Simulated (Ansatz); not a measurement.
# Reading EPR parameters

A crystal has the composition MBrO, where M is a 3d element. A calculation (PBE+U, spin-orbit coupling in second variation, Ansatz) gives:

```
S                                : 1
g, averaged over the cell's ions : 1.9384, 1.9399, 1.9698
D, with anisotropic exchange     : +2.76 cm⁻¹ (+82.9 GHz)
E                                : +720 MHz
moment in its sphere             : 1.54 μB
```

Q: Name the magnetic ion and its oxidation state.

The crystal is VBrO, space group Pmmn. The spin sits on V, with 4 O + 2 Br at 1.97 to 2.53 Å round it. With the usual charges of the other elements M must be +3. High-spin ions of that charge with S = 1 are d2 and d8, V and Cu; the sign of the g shift picks V³⁺ d². Low-spin ions are left aside. The shift is negative: in a shell less than half full the orbital moment opposes the spin.

[Logs are printed without paths, hosts, clocks, repeated set-up lines and the standing remarks that a program may print on its own settings, such as how far it seeks lower states.]

[Hosts, paths, dates, database ids (printed as entryN), source tags and the programs' standing remarks are cut or masked in the printed files.]
